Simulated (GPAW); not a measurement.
# STM contrast on a 7-layer slab of Re(0001), part 2 of 2

Aim: Tersoff-Hamann images of a 7-layer slab of Re(0001) at several biases.

GPAW 26.7.0; GPAW, PAW setups; slab in vacuum, relaxation (the session's first sound run).

So far. Step 2 (Relaxing the atoms): The relaxation lowered the energy of the cell by 0.0701 eV (energies extrapolated to zero smearing; the optimiser's log prints free energies). The largest force left on a free atom is 0.025 eV/Å.

### 3. The slab's potential (continued)

Tip height over the top atom over a1 and a2. Sample bias 1.5 V, constant current at the mean current 4.0 Å over the top atom.

Ten even steps from '_' (3.994 Å) to '@' (4.009 Å):
```
@@@@%%##++--::....::--++##%%
%%%%%%##++--::......::--++##
**####**++--::..____..::--++
++++**++++--::..______..::--
--==++++==--::..________..::
..::------::......______....
......::::..................
..................::::::::::
--::....____....::----------
++==--::..__..::--==++++++++
**++++--::....::--++++**####
%%##**++--......--++**##%%%%
@@%%##++==::....::==++##%%@@
@@@@%%**++--......--++**%%@@
```
Columns: a1 from 0 to 0.929; rows upwards: a2 from 0 to 0.929.

Local density of states summed over the bias window over a1 and a2. Sample bias 1.5 V, constant height 4.0 Å over the top atom.

Ten even steps from '_' (7.45 × 1e-5 arbitrary) to '@' (7.76 × 1e-5 arbitrary):
```
@@@@%%##++--::....::--++##%%
%%%%%%##++==::......::==++##
**####**++==::..____..::==++
++******++--::..______..::--
--==++++==--::..________..::
..::------::......______....
....::::::::................
..................::::::::::
--::::..____..::::----====--
++==--::..__..::--==++++++++
****++--::....::--++****####
%%##**++--::..::--++**##%%%%
@@%%##**==::....::==**##%%@@
@@@@%%**++--......--++**%%@@
```
Columns: a1 from 0 to 0.929; rows upwards: a2 from 0 to 0.929.

Force by atom:

```
atom  x (eV/Å)  y (eV/Å)  z (eV/Å)  size
 Re1      0.00      0.00      0.80  0.80
 Re2      0.00      0.00     -1.09  1.09
 Re3      0.00      0.00      0.29  0.29
 Re4      0.00      0.00      0.03  0.03
 Re5      0.00      0.00     -0.02  0.02
 Re6      0.00      0.00     -0.01  0.01
 Re7      0.00      0.00      0.01  0.01
```

The potential is flat to 1.7e-4 eV/Å where it is read, so the vacuum is wide enough.

### 4. A changed run

One more run, with changed settings.

Contents of run.py:

```python
import json
import numpy as np
from ase import Atoms
from gpaw import GPAW, PW

slab = Atoms(
    ['Re', 'Re', 'Re', 'Re', 'Re', 'Re', 'Re'],
    positions=[
        [0.00000, 0.00000, 8.00000],
        [2.76000, 1.59349, 10.22870],
        [0.00000, 0.00000, 12.45740],
        [2.76000, 1.59349, 14.71952],
        [-0.00000, -0.00000, 16.93986],
        [2.76000, 1.59349, 19.24800],
        [-0.00000, -0.00000, 21.37092]],
    cell=[[2.76, 0.0, 0.0], [1.38, 2.39023, 0.0], [0.0, 0.0, 29.3722]],
    pbc=[True, True, False])

slab.calc = GPAW(mode=PW(400), xc='PBE', kpts={'size': (13, 13, 1), 'gamma': True},
                 occupations={'name': 'fermi-dirac', 'width': 1.0}, nbands='160%',
                 convergence={'density': 1e-05}, maxiter=75,
                 poissonsolver={'dipolelayer': 'xy'},
                 symmetry={'tolerance': 1e-3}, txt='slab.txt')
result = {}
energy = slab.get_potential_energy()
fermi = slab.calc.get_fermi_level()
v = slab.calc.get_electrostatic_potential().mean((0, 1)) - fermi
n = slab.calc.get_pseudo_density().mean((0, 1))
L = slab.cell[2, 2]
z = np.arange(len(v)) * L / len(v)
low, high = slab.positions[:, 2].min(), slab.positions[:, 2].max()
below, above = np.interp([low - 5.8, high + 5.8], z, v)
slopes = [np.interp(x, z, np.gradient(v, z)) for x in (low - 5.8, high + 5.8)]
eps = np.array([[slab.calc.get_eigenvalues(k, s) for k in range(len(slab.calc.get_ibz_k_points()))]
                for s in range(slab.calc.get_number_of_spins())]) - fermi
top, bottom = eps[eps < 0].max(), eps[eps > 0].min()
dipole = slab.get_dipole_moment()[2]
print(f'energy {energy:.4f} eV, Fermi level {fermi:.4f} eV, dipole {dipole:.5f} e A')
print(f'potential 5.8 A off the faces, from the Fermi level: lower {below:.4f} eV, upper {above:.4f} eV')
print(f'slope of the potential there: lower {slopes[0]:.5f}, upper {slopes[1]:.5f} eV/A')
print(f'nearest levels on the mesh: {top:.4f} and {bottom:.4f} eV')
print('magnetic moment', round(slab.get_magnetic_moment(), 3))
result.update(energy=energy, fermi=fermi, dipole=dipole, below=below, above=above, slopes=slopes, edges=[top, bottom],
              z=z.tolist(), v=v.tolist(), n=n.tolist(), positions=slab.positions.tolist(),
              forces=slab.get_forces(apply_constraint=False).tolist(), moments=slab.get_magnetic_moments().tolist())
json.dump(result, open('result.json', 'w'))
```

Started as:

```bash
> OMP_NUM_THREADS=1 OPENBLAS_NUM_THREADS=1 python run.py
```

What it wrote:

```text
energy -79.0771 eV, Fermi level 5.4340 eV, dipole 0.00125 e A
potential 5.8 A off the faces, from the Fermi level: lower 5.4257 eV, upper 5.3905 eV
slope of the potential there: lower -0.02453, upper 0.02535 eV/A
nearest levels on the mesh: -0.0596 and 0.0025 eV
magnetic moment 0.0
```

It took 4.4 min on 1 thread of Arm Neoverse V2, shared host; peak memory 0.28 GiB.

The run finished. A setting was moved off its sound value on purpose, so it serves as a test and not as the result.

The fault put into the input: a smearing of electronvolts (width = 1.0).

### 5. Summary of results

```json
{"work function, upper and lower face": "4.927 and 5.014 eV", "dipole along the normal": "0.00316 e Å", "corrugation at -2 V": "0.0142 Å", "corrugation at -1 V": "0.0116 Å", "corrugation at 1.5 V": "0.0149 Å"}
```

What this shows: In GPAW's constant-current maps the tip height varies by under 0.05 Å at every bias shown (0.015 Å at most), which is near the numerical ripple of the maps: an s-wave tip would see an almost flat surface. Negative sample bias images filled states, positive bias empty ones. The two faces differ by 0.087 eV, the step that the slab's dipole makes (e p/(ε0 A) gives 0.087 eV), so the dipole layer is needed. The lowest atoms were held at bulk positions, which alone makes the faces unlike. The measured value for this face is 5.15 eV (as compiled in "Anisotropic work function of elemental crystals", 2019, arxiv:1902.07811); the relaxed upper face lies 0.22 eV under it with PBE. Measured work functions scatter by a tenth of an eV or more between methods. The images are of Tersoff-Hamann type: an s-wave tip, no tip-sample forces, heights closer than in a microscope. The in-plane lattice was kept as typed, which isn't the functional's own and leaves some strain; spin-orbit coupling and temperature are left out.

[Logs are printed without paths, hosts, clocks, repeated set-up lines and the standing remarks that a program may print on its own settings, such as how far it seeks lower states.]

[Hosts, paths, dates, database ids (printed as entryN), source tags and the programs' standing remarks are cut or masked in the printed files.]
